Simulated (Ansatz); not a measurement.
# Lattice dynamics of MgI2 monolayer (1T), part 3 of 3

How does MgI2 monolayer (1T) vibrate, and is this structure a minimum?

Ansatz 0.2.0; DFT LDA, scalar-relativistic, plane waves, PAW.

So far. Step 3 (Tight relaxation): The largest force component left is 0.14 meV/Å, within the tolerances set. Step 4 (Modes at Γ): Before it was imposed, the acoustic sum rule was missed by 3.2e-5 eV/Å² and the charge sum rule by 7.0e-4 e. Small misses are needed for a sound result but don't prove that mesh and cutoff are converged. The lowest optical mode is real, 64.6 cm⁻¹.

### Step 5. The dispersion (continued)

Interpolated from a 3×3×1 q mesh, with the LO-TO term (at Γ the limit along the path; where Γ stands inside the path, tables give the limit on arrival). The phonon branches at the labelled points (cm⁻¹):

```csv
point,branch 1,branch 2,branch 3,branch 4,branch 5,branch 6,branch 7,branch 8,branch 9
Γ,0,0,0,65,65,106,185,185,297
halfway,25,40,64,67,89,102,188,227,258
M,59,61,66,78,88,108,173,181,270
halfway,58,70,73,77,89,104,177,194,254
K,60,73,73,89,89,99,182,221,221
halfway,30,50,67,74,87,101,185,230,246
Γ,0,0,0,65,65,106,185,185,297
```

The phonon branches as a text plot (rows in cm⁻¹):

```
    290 |***                                                 ****
    278 |   **                                             **
    265 |     ****  ***************                      **
    253 |         **               **                 ***
    240 |   ******                   ***     ****************
    227 | **      **                    *****       **       ***
    215 |           **                ***  *********
    202 |                           **
    189 |*****************     *****                *************
    177 |                 **************************
    164 |
    151 |
    139 |
    126 |
    113 |                 ******
    101 |*****************      *********************************
     88 |       *****************************************
     75 |   ****    *****************************************
     63 |************************************  ******************
     50 |       **  ******                   *****  **   **
     37 |     **********                          **  ***  **
     25 |   ****  **                                *********
     12 | ****  **                                       **  ***
      0 |*******                                           ******
         Γ                   M           K                      Γ
```

Tetrahedra on a 18×18×1 mesh, mean over bins of 5 cm-1. Interpolated from a 3×3×1 q mesh. Phonon density of states against wavenumber; read off at these points:

```csv
wavenumber (cm⁻¹),phonon density of states (1/cm⁻¹/cell)
-8,0.0071
8,0.00735
22,0.0171
38,0.0287
52,0.0534
58,0.0862
68,0.129
72,0.157
78,0.117
88,0.118
92,0.0477
102,0.158
108,0.0406
122,0
138,0
152,0
168,0
182,0.0599
188,0.0861
198,0.0160
212,0.0231
222,0.00924
238,0.0186
252,0.0305
268,0.0236
282,0.00329
298,2.2e-4
```

The partial phonon density of states has structure finer than the step of the table below, so its rows give means over 10 cm⁻¹, whole bins alone (the curve runs from -18.6 to 316 cm⁻¹). Peaks (cm⁻¹: height): I 73.9: 0.147, 88.6: 0.0946, 103.4: 0.121; Mg 187.5: 0.0681, 204.3: 0.0267, 254.8: 0.0336.

Phonopy on the run's constants, 17x17x1 mesh, Gaussian sigma 2.4 cm-1. Interpolated from a 3×3×1 q mesh. Partial phonon density of states against wavenumber; means over each step; values in 1/cm⁻¹/cell:

```csv
wavenumber (cm⁻¹),I,Mg
-10,0.00539,5.0e-4
0,0.00518,4.8e-4
10,0.00646,6.1e-4
20,0.0136,0.00128
30,0.0208,0.00193
40,0.0294,0.00272
50,0.0450,0.00428
60,0.0659,0.00547
70,0.126,0.00354
80,0.0823,0.00233
90,0.0695,0.00311
100,0.0743,3.3e-4
110,0.0296,7.2e-5
120,4.8e-5,0
130,0,0
140,0,0
150,0,0
160,1.4e-6,8.4e-6
170,0.00190,0.0108
180,0.00774,0.0555
190,0.00486,0.0468
200,0.00178,0.0176
210,0.00216,0.0231
220,0.00160,0.0181
230,8.5e-4,0.0108
240,9.1e-4,0.0142
250,0.00180,0.0275
260,0.00140,0.0230
270,0.00108,0.0189
280,3.4e-4,0.00430
290,2.7e-4,0.00283
300,6.1e-5,6.4e-4
310,0,2.0e-7
```

Symmetry leaves 3 wavevectors to solve. The lowest mode among them, the acoustic zeros apart, lies at q = (0, 0.333, 0) and is real, 40.5 cm⁻¹. Between them the interpolated path dips to 7i cm⁻¹.

### Step 6. Another isotope

An isotope changes the mass and not the force constants, so no new electronic calculation is needed; the shifts show which modes move this element.

The same force constants with the mass of Mg changed from 24.305 to 25.983 u (phonopy, no LO-TO term). Both lists are sorted by frequency; levels can cross, so a row need not hold one and the same mode. Modes under 3 cm⁻¹ are left out. Isotope shifts, by row:

```csv
q,rank,natural mass (cm⁻¹),changed mass (cm⁻¹)
0 0 0,4,64.64,64.64
0 0 0,5,64.64,64.64
0 0 0,6,106.4,106.4
0 0 0,7,185.3,179.7
0 0 0,8,185.3,179.7
0 0 0,9,296.8,287.9
0 0.3333 0,1,40.46,40.33
0 0.3333 0,2,49.11,48.98
0 0.3333 0,3,67.94,67.92
0 0.3333 0,4,74.8,74.67
0 0.3333 0,5,93.65,93.61
0 0.3333 0,6,102.5,102.5
0 0.3333 0,7,185.7,180.2
0 0.3333 0,8,199.9,194
0 0.3333 0,9,261.5,253.4
0.3333 0.3333 0,1,60.52,60.27
0.3333 0.3333 0,2,72.56,72.46
0.3333 0.3333 0,3,72.56,72.46
0.3333 0.3333 0,4,88.95,88.86
0.3333 0.3333 0,5,88.95,88.86
0.3333 0.3333 0,6,99.12,99.12
0.3333 0.3333 0,7,182.4,177.2
0.3333 0.3333 0,8,221,214.2
0.3333 0.3333 0,9,221,214.2
```

A mode of this element alone would shift by -3.28 %. The highest zone-centre frequency without the field goes from 296.8 to 287.9 cm⁻¹ (-3.0 %). The product of the frequency ratios over all optical modes at Γ is 0.913; the product rule, (m/m′)^(3k/2) (M′/M)^(3/2) with k = 1 such atoms and M the mass of the cell, gives 0.913.

### Step 7. Outcome

| Property | Result |
| --- | --- |
| space group after relaxation (within 0.01 Å) | P-3m1 |
| area per atom | 4.79 Å² |
| gap on the k-mesh | 3.52 eV |
| highest optical mode at the zone centre (no LO-TO term) | 297 cm⁻¹ |
| lowest optical zone-centre mode | 64.6 cm⁻¹ |
| largest Born charge (third of the trace) | 1.76 e |
| lowest mode on the q mesh (acoustic modes at Γ apart) | 40.5 cm⁻¹ |
| highest frequency on the path or at a solved wavevector | 297 cm⁻¹ |
| imaginary modes on the 3×3×1 q mesh | none |

**Reading.** No mode is imaginary at the 3 irreducible wavevectors solved, but between them the interpolated path dips to 6.8i cm⁻¹, so stability is not settled. Without the field, the optical modes at Γ span 65 to 297 cm⁻¹. The highest mode in this list at Γ, 296.8 cm⁻¹, is mostly motion of Mg (91 % of the kinetic energy). The strongest infrared line is at 185 cm⁻¹. Averaged over orientations, the strongest Raman line at 532 nm and 300 K is at 106 cm⁻¹. In a sheet or slab the interpolated bending branch near Γ is rough, since the rotational sum rule isn't imposed. Dielectric tensors refer to the cell with its vacuum. Spin-orbit coupling is left out, which can matter for the heavy elements here. The starting cell was built on a prototype and not taken from a measurement. These are harmonic frequencies at zero temperature: anharmonic shifts, linewidths and thermal expansion are left out.

[Logs are printed without paths, hosts, clocks, repeated set-up lines and the standing remarks that a program may print on its own settings, such as how far it seeks lower states.]

[Hosts, paths, dates, database ids (printed as entryN), source tags and the programs' standing remarks are cut or masked in the printed files.]
